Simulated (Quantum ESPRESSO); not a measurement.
# Magnetic state of CrBr2 from several starts, part 2 of 2

Does CrBr2 prefer parallel or opposed moments, or none?

Quantum ESPRESSO 7.5; LDA; plane waves with GBRV 1.5 LDA potentials, no spin-orbit coupling.

So far, absolute magnetization (μB): step 2 (run 1 (ferro +)) 4.17.

### Step 3. Start 2: antiferro q=(0,1/2,0) +−

This order needs a doubled cell of 6 atoms. The wavevector q is in fractions of the reciprocal vectors of the crystal's primitive cell, as the cells of these inputs are built from it; moments change sign between cells as cos(2π q·R).

Input file pw.in:

```
&CONTROL
  calculation = 'scf'
  prefix = 'pwscf'
  outdir = './tmp'
  pseudo_dir = './pseudo'
  disk_io = 'nowf'
/
&SYSTEM
  ibrav = 0
  celldm(1) = 8
  nat = 6
  ntyp = 3
  ecutwfc = 40
  ecutrho = 280
  nbnd = 38
  occupations = 'smearing'
  smearing = 'fd'
  degauss = 0.00367493
  nspin = 2
  starting_magnetization(1) = 0.2143
  starting_magnetization(2) = -0.2143
  starting_magnetization(3) = 0
/
&ELECTRONS
  conv_thr = 1.2d-08
  electron_maxstep = 150
  mixing_beta = 0.3
/
ATOMIC_SPECIES
Cr1    51.9961 cr_lda_v1.5.uspp.F.UPF
Cr2    51.9961 cr_lda_v1.5.uspp.F.UPF
Br     79.9040 br_lda_v1.4.uspp.F.UPF
CELL_PARAMETERS alat
   0.8845498546720   -0.4325240586408    0.0000000000000
   1.7690997093441    0.8650481172817    0.0000000000000
  -0.1716927205632    0.0000000000000    1.5273583845774
ATOMIC_POSITIONS crystal
Cr1     0.0000000000    0.0000000000    0.0000000000
Cr2     0.0000000000    0.5000000000    0.0000000000
Br      0.6457740000    0.3228870000    0.2332280000
Br      0.6457740000    0.8228870000    0.2332280000
Br      0.3542260000    0.1771130000    0.7667720000
Br      0.3542260000    0.6771130000    0.7667720000
K_POINTS automatic
6 3 6 0 0 0
```

Command:

```console
OMP_NUM_THREADS=1 mpirun -n 4 pw.x -nk 4 -in pw.in > pw.out
```

Output:

```text
[banner, memory and clock lines left out]
Program PWSCF v.7.5 starts

     Message from routine setup:
     using ibrav=0 with symmetry is DISCOURAGED, use correct ibrav instead

     bravais-lattice index     =            0
     lattice parameter (alat)  =       8.0000  a.u.
     unit-cell volume          =    1196.7502 (a.u.)^3
     number of atoms/cell      =            6
     number of atomic types    =            3
     number of electrons       =        56.00
     number of Kohn-Sham states=           38
     kinetic-energy cutoff     =      40.0000  Ry
     charge density cutoff     =     280.0000  Ry
     scf convergence threshold =      1.2E-08
     mixing beta               =       0.3000
     number of iterations used =            8  plain     mixing
     Exchange-correlation=  SLA  PZ   NOGX NOGC
                           (   1   1   0   0   0   0   0)

     celldm(1)=   8.000000  celldm(2)=   0.000000  celldm(3)=   0.000000
     celldm(4)=   0.000000  celldm(5)=   0.000000  celldm(6)=   0.000000

     crystal axes: (cart. coord. in units of alat)
               a(1) = (   0.884550  -0.432524   0.000000 )
               a(2) = (   1.769100   0.865048   0.000000 )
               a(3) = (  -0.171693   0.000000   1.527358 )

     reciprocal axes: (cart. coord. in units 2 pi/alat)
               b(1) = (  0.565259 -1.156005  0.063542 )
               b(2) = (  0.282630  0.578003  0.031771 )
               b(3) = ( -0.000000  0.000000  0.654725 )

     PseudoPot. # 1 for Cr read from file:
     cr_lda_v1.5.uspp.F.UPF
     Pseudo is Ultrasoft + core correction, Zval = 14.0

     PseudoPot. # 2 for Cr read from file:
     cr_lda_v1.5.uspp.F.UPF
     Pseudo is Ultrasoft + core correction, Zval = 14.0

     PseudoPot. # 3 for Br read from file:
     br_lda_v1.4.uspp.F.UPF
     Pseudo is Ultrasoft + core correction, Zval =  7.0

     atomic species   valence    mass     pseudopotential
     Cr1              14.00    51.99610     Cr( 1.00)
     Cr2              14.00    51.99610     Cr( 1.00)
     Br                7.00    79.90400     Br( 1.00)

     Starting magnetic structure
     atomic species   magnetization
     Cr1             0.214
     Cr2            -0.214
     Br              0.000

      2 Sym. Ops., with inversion, found

   Cartesian axes

     site n.     atom                  positions (alat units)
         1        Cr1    tau(   1) = (   0.0000000   0.0000000   0.0000000  )
         2        Cr2    tau(   2) = (   0.8845499   0.4325241   0.0000000  )
         3        Br     tau(   3) = (   1.1023950   0.0000000   0.3562227  )
         4        Br     tau(   4) = (   1.9869449   0.4325241   0.3562227  )
         5        Br     tau(   5) = (   0.4950119   0.0000000   1.1711356  )
         6        Br     tau(   6) = (   1.3795618   0.4325241   1.1711356  )

     number of k points=    56  Fermi-Dirac smearing, width (Ry)=  0.0037
                       cart. coord. in units 2pi/alat
        k(    1) = (   0.0000000   0.0000000   0.0000000), wk =   0.0092593
        k(    2) = (   0.0000000   0.0000000   0.1091209), wk =   0.0185185
        k(    3) = (   0.0000000   0.0000000   0.2182417), wk =   0.0185185
        k(    4) = (   0.0000000   0.0000000  -0.3273626), wk =   0.0092593
        k(    5) = (   0.0942099   0.1926675   0.0105903), wk =   0.0185185
        [... 51 further k-points ...]

     Dense  grid:    94655 G-vectors     FFT dimensions: (  45,  90,  72)

     Smooth grid:    40901 G-vectors     FFT dimensions: (  32,  64,  50)

     Check: negative core charge=   -0.000002
     Generating pointlists ...
     new r_m :   0.2480 (alat units)  1.9839 (a.u.) for type    1
     new r_m :   0.2480 (alat units)  1.9839 (a.u.) for type    2
     new r_m :   0.2480 (alat units)  1.9839 (a.u.) for type    3

     Initial potential from superposition of free atoms

     starting charge      53.9999, renormalised to      56.0000

     negative rho (up, down):  1.001E-03 1.001E-03
     Starting wfcs are   36 randomized atomic wfcs +    2 random wfcs

     Self-consistent Calculation

     iteration #  1     ecut=    40.00 Ry     beta= 0.30
     Davidson diagonalization with overlap
     ethr =  1.00E-02,  avg # of iterations =  4.5

     Threshold (ethr) on eigenvalues was too large:
     Diagonalizing with lowered threshold

     Davidson diagonalization with overlap
     ethr =  5.92E-04,  avg # of iterations =  2.1

     negative rho (up, down):  9.302E-04 9.300E-04

     total energy              =    -537.31772213 Ry
     estimated scf accuracy    <       0.37964471 Ry

     total magnetization       =     0.00 Bohr mag/cell
     absolute magnetization    =     7.69 Bohr mag/cell

     iteration #  2     ecut=    40.00 Ry     beta= 0.30
     Davidson diagonalization with overlap
     ethr =  6.78E-04,  avg # of iterations =  2.0

     negative rho (up, down):  1.269E-03 1.269E-03

     total energy              =    -537.35024882 Ry
     estimated scf accuracy    <       0.06789377 Ry

     total magnetization       =     0.00 Bohr mag/cell
     absolute magnetization    =     7.89 Bohr mag/cell

     [... further iterations left out ...]

     iteration # 10     ecut=    40.00 Ry     beta= 0.30
     Davidson diagonalization with overlap
     ethr =  4.20E-10,  avg # of iterations =  3.9

     negative rho (up, down):  4.170E-03 4.170E-03

     total energy              =    -537.36962268 Ry
     estimated scf accuracy    <       0.00000007 Ry

     total magnetization       =    -0.00 Bohr mag/cell
     absolute magnetization    =     8.17 Bohr mag/cell

     iteration # 11     ecut=    40.00 Ry     beta= 0.30
     Davidson diagonalization with overlap
     ethr =  1.21E-10,  avg # of iterations =  2.0

     negative rho (up, down):  4.170E-03 4.170E-03

     Magnetic moment per site  (integrated on atomic sphere of radius R)
     atom   1 (R=0.248)  charge= 12.1088  magn=  3.4462
     atom   2 (R=0.248)  charge= 12.1087  magn= -3.4462
     atom   3 (R=0.248)  charge=  4.8273  magn= -0.0164
     atom   4 (R=0.248)  charge=  4.8273  magn=  0.0164
     atom   5 (R=0.248)  charge=  4.8273  magn=  0.0164
     atom   6 (R=0.248)  charge=  4.8273  magn= -0.0164

     End of self-consistent calculation

     Number of k-points >= 100: set verbosity='high' to print the bands.

     the Fermi energy is     4.5579 ev

!    total energy              =    -537.36962245 Ry
     estimated scf accuracy    <          6.1E-09 Ry
     smearing contrib. (-TS)   =      -0.00005503 Ry
     internal energy E=F+TS    =    -537.36956742 Ry

     The total energy is F=E-TS. E is the sum of the following terms:
     one-electron contribution =    -348.54724485 Ry
     hartree contribution      =     188.77303231 Ry
     xc contribution           =    -147.78915528 Ry
     ewald contribution        =    -229.80619960 Ry

     total magnetization       =     0.00 Bohr mag/cell
     absolute magnetization    =     8.17 Bohr mag/cell

     convergence has been achieved in  11 iterations
```

Wall time 94 s (4 MPI ranks of Arm Neoverse V2, shared host); peak memory 1.1 GiB; 6.3 min of CPU time.

Spin moment in the atom's sphere by atom:

| atom | spin moment in the atom's sphere (μB) |
| --- | --- |
| Cr1 | 3.45 |
| Cr2 | -3.45 |
| Br3 | -0.02 |
| Br4 | 0.02 |
| Br5 | 0.02 |
| Br6 | -0.02 |

Numbers from this step:

| Item | Value |
| --- | --- |
| smearing term TS | 7.49e-4 eV |
| magnetization | 0 μB |
| absolute magnetization | 8.174 μB |
| final state | antiferromagnetic |

Spin density in the bc plane at fractional x = 0.000, with atoms of Cr within 0.2 Å of it.

Ten even steps from '0' (-4.2 e/Å³) to '9' (4.1 e/Å³), each cell a mean:
```
96555555443014455555558
65555555544344455555555
55555555544444555555555
55555555555555555555555
55555555555555555555555
55555555555555555555555
55555555555555555555555
55555555555555555555555
55555555555555555555555
55555555555555555555555
55555555555555555555555
55555555555555555555555
55555555555555555555555
55555555554445555555555
55555555544444455555555
76555555444234455555556
97555555442013445555569
```
Columns run along b (8.3 Å), rows up along c (6.5 Å). Atoms in or near the plane, at fractional coordinates: Cr at (0.00, 0.00), Cr at (0.50, 0.00).

Valence density in the bc plane at fractional x = 0.000, with atoms of Cr within 0.2 Å of it. It is the smooth field of the valence electrons, not physical close to the nuclei.

Ten steps, logarithmic in the rise over the least value, from '_' (0 e/Å³) to '@' (13 e/Å³), each cell a mean:
```
@@%%==..______....==%%@@@@**::..____....::**@@
**==::..__......::--++**++--............::==**
::....__....::::::::::::::..........::::::::::
..______..::::::::......______....::::::......
________..::::::....__________....::::::....__
________..........______________........______
______________________________________________
______________________________________________
______________________________________________
______________________________________________
________......________________........________
______..::::....____________....::::..________
__....::::::::..__________....::::::....______
......::::::::..____........::::::::....____..
==--::::::..........::====::::::..........::--
@@##--......____..--**%%%%++::......__....==%%
@@@@==....______..==@@@@@@##--..______..::**@@
```
Columns run along b (8.3 Å), rows up along c (6.5 Å). Atoms in or near the plane, at fractional coordinates: Cr at (0.00, 0.00), Cr at (0.50, 0.00).

### Step 4. Run 3 (antiferro q=(1/2,1/2,0) +−)

This order needs a doubled cell of 6 atoms.

Input file pw.in:

```
&CONTROL
  calculation = 'scf'
  prefix = 'pwscf'
  outdir = './tmp'
  pseudo_dir = './pseudo'
  disk_io = 'nowf'
/
&SYSTEM
  ibrav = 0
  celldm(1) = 8
  nat = 6
  ntyp = 3
  ecutwfc = 40
  ecutrho = 280
  nbnd = 38
  occupations = 'smearing'
  smearing = 'fd'
  degauss = 0.00367493
  nspin = 2
  starting_magnetization(1) = 0.2143
  starting_magnetization(2) = -0.2143
  starting_magnetization(3) = 0
/
&ELECTRONS
  conv_thr = 1.2d-08
  electron_maxstep = 150
  mixing_beta = 0.3
/
ATOMIC_SPECIES
Cr1    51.9961 cr_lda_v1.5.uspp.F.UPF
Cr2    51.9961 cr_lda_v1.5.uspp.F.UPF
Br     79.9040 br_lda_v1.4.uspp.F.UPF
CELL_PARAMETERS alat
   1.7690997093441   -0.8650481172817    0.0000000000000
   1.7690997093441    0.0000000000000    0.0000000000000
  -0.1716927205632    0.0000000000000    1.5273583845774
ATOMIC_POSITIONS crystal
Cr1     0.0000000000    0.0000000000    0.0000000000
Cr2     0.5000000000    0.0000000000    0.0000000000
Br      0.0000000000    0.6457740000    0.2332280000
Br      0.5000000000    0.6457740000    0.2332280000
Br      0.0000000000    0.3542260000    0.7667720000
Br      0.5000000000    0.3542260000    0.7667720000
K_POINTS automatic
3 6 6 0 0 0
```

Output:

```text
     [... lines left out ...]
Program PWSCF v.7.5 starts
     [... lines left out ...]
     number of atoms/cell      =            6
     [... lines left out ...]
     number of electrons       =        56.00
     number of Kohn-Sham states=           38
     kinetic-energy cutoff     =      40.0000  Ry
     charge density cutoff     =     280.0000  Ry
     scf convergence threshold =      1.2E-08
     [... lines left out ...]
      4 Sym. Ops., with inversion, found
     [... lines left out ...]
     number of k points=    40  Fermi-Dirac smearing, width (Ry)=  0.0037
     [... lines left out ...]
     iteration # 11     ecut=    40.00 Ry     beta= 0.30
     [... lines left out ...]
     Magnetic moment per site  (integrated on atomic sphere of radius R)
     atom   1 (R=0.248)  charge= 12.1095  magn=  3.4647
     atom   2 (R=0.248)  charge= 12.1095  magn= -3.4647
     atom   3 (R=0.248)  charge=  4.8271  magn=  0.0443
     atom   4 (R=0.248)  charge=  4.8271  magn= -0.0443
     atom   5 (R=0.248)  charge=  4.8271  magn=  0.0443
     atom   6 (R=0.248)  charge=  4.8271  magn= -0.0443
     [... lines left out ...]
     the Fermi energy is     4.5355 ev
!    total energy              =    -537.36801950 Ry
     estimated scf accuracy    <          4.5E-09 Ry
     smearing contrib. (-TS)   =      -0.00002869 Ry
     [... lines left out ...]
     total magnetization       =     0.00 Bohr mag/cell
     absolute magnetization    =     8.21 Bohr mag/cell
     convergence has been achieved in  11 iterations
```

Run time: 1.8 min. Hardware: 4 MPI ranks; peak memory 1.1 GiB.

Spin moment in the atom's sphere by atom:

| atom | spin moment in the atom's sphere (μB) |
| --- | --- |
| Cr1 | 3.46 |
| Cr2 | -3.46 |
| Br3 | 0.04 |
| Br4 | -0.04 |
| Br5 | 0.04 |
| Br6 | -0.04 |

Numbers from this step:

```yaml
smearing_term_ts: 3.90e-4 eV
magnetization: 0 μB
absolute_magnetization: 8.21 μB
final_state: antiferromagnetic
```

### Step 5. Start 4: no spin polarisation

Input file pw.in:

```
&CONTROL
  calculation = 'scf'
  prefix = 'pwscf'
  outdir = './tmp'
  pseudo_dir = './pseudo'
  disk_io = 'nowf'
/
&SYSTEM
  ibrav = 0
  celldm(1) = 8
  nat = 3
  ntyp = 2
  ecutwfc = 40
  ecutrho = 280
  nbnd = 21
  occupations = 'smearing'
  smearing = 'fd'
  degauss = 0.00367493
/
&ELECTRONS
  conv_thr = 6d-09
  electron_maxstep = 150
  mixing_beta = 0.3
/
ATOMIC_SPECIES
Cr     51.9961 cr_lda_v1.5.uspp.F.UPF
Br     79.9040 br_lda_v1.4.uspp.F.UPF
CELL_PARAMETERS alat
   0.8845498546720   -0.4325240586408    0.0000000000000
   0.8845498546720    0.4325240586408    0.0000000000000
  -0.1716927205632    0.0000000000000    1.5273583845774
ATOMIC_POSITIONS crystal
Cr      0.0000000000    0.0000000000    0.0000000000
Br      0.6457740000    0.6457740000    0.2332280000
Br      0.3542260000    0.3542260000    0.7667720000
K_POINTS automatic
6 6 6 0 0 0
```

Output:

```text
     [... lines left out ...]
Program PWSCF v.7.5 starts
     [... lines left out ...]
     number of atoms/cell      =            3
     [... lines left out ...]
     number of electrons       =        28.00
     number of Kohn-Sham states=           21
     kinetic-energy cutoff     =      40.0000  Ry
     charge density cutoff     =     280.0000  Ry
     scf convergence threshold =      6.0E-09
     [... lines left out ...]
      4 Sym. Ops., with inversion, found
     [... lines left out ...]
     number of k points=    68  Fermi-Dirac smearing, width (Ry)=  0.0037
     [... lines left out ...]
     iteration # 12     ecut=    40.00 Ry     beta= 0.30
     [... lines left out ...]
     the Fermi energy is     4.7416 ev
!    total energy              =    -268.53671825 Ry
     estimated scf accuracy    <          1.3E-09 Ry
     smearing contrib. (-TS)   =      -0.00770045 Ry
     [... lines left out ...]
     convergence has been achieved in  12 iterations
```

Elapsed: 14 s, on 4 MPI ranks; peak memory 0.45 GiB.

This step gave:

```
smearing term TS : 0.1048 eV
final state      : non-magnetic (no spin polarisation)
```

### Step 6. Ranking

An order is kept where moments of 0.15 μB or more survive with the typed signs; meshes match where a doubled cell samples the same k points as the first cell.

Orders:

| start | final state | typed order kept | energy over the lowest (meV a seeded atom) | largest site moment (μB) | net moment (μB a cell of the first run) | mesh matched | CPU time (s) |
| --- | --- | --- | --- | --- | --- | --- | --- |
| ferro + | ferromagnetic | yes | 30.79 | 3.489 | 4 | yes | 106 |
| antiferro q=(0,1/2,0) +- | antiferromagnetic | yes | 0 | 3.446 | 0 | yes | 375.6 |
| antiferro q=(1/2,1/2,0) +- | antiferromagnetic | yes | 10.9 | 3.465 | 0 | yes | 425.1 |
| no spin polarisation | non-magnetic | - | 2015 | 0 | 0 | yes | 57.54 |

### Step 7. A Heisenberg model

E = −Σ J e·e over ordered pairs of unit vectors, so each pair counts twice. As many shells are taken as there are differences of energy, so the couplings are solved for and no residual tests the model; further shells are folded in, and shells whose pairs keep their relative signs in all orders cancel and are not probed. Couplings from the energies:

| pair | distance (Å) | neighbours an atom | J (meV) |
| --- | --- | --- | --- |
| Cr-Cr | 3.662 | 2 | -5.212 |
| Cr-Cr | 4.168 | 4 | -2.486 |

### Step 8. Results

```json
{
  "lowest state found": "antiferromagnetic (from antiferro q=(0,1/2,0) +-)",
  "largest site moment": "3.45 μB",
  "next state with moments": "antiferromagnetic, 10.9 meV a seeded atom higher",
  "state without moments": "2015 meV a seeded atom higher",
  "J of the weightiest shell (Cr-Cr, 3.66 Å; E = −Σ J e·e, ordered pairs)": "-5.21 meV"
}
```

What this shows: Forming the moments gains more than four times the spread of the orders, as local moments do. The largest moment changes by 1.2 % between the kept orders, as for well localised moments. This is the lowest of 4 collinear or spinless starts, no proof of the ground state. No Hubbard term acts here. In such compounds local and semilocal functionals without one often delocalise the d electrons, and can shrink or lose moments and miss the size, sign and order of the couplings.

[Logs and program files are shortened in this print: banners, set-up blocks, solver, clock and traceback lines can be left out without a mark of their own.]

[Logs are printed without paths, hosts, clocks, repeated set-up lines and the standing remarks that a program may print on its own settings, such as how far it seeks lower states.]

[Hosts, paths, dates, database ids (printed as entryN), source tags and the programs' standing remarks are cut or masked in the printed files.]

[Where a cell is said to come from a database of computed structures, the database is the Materials Project.]
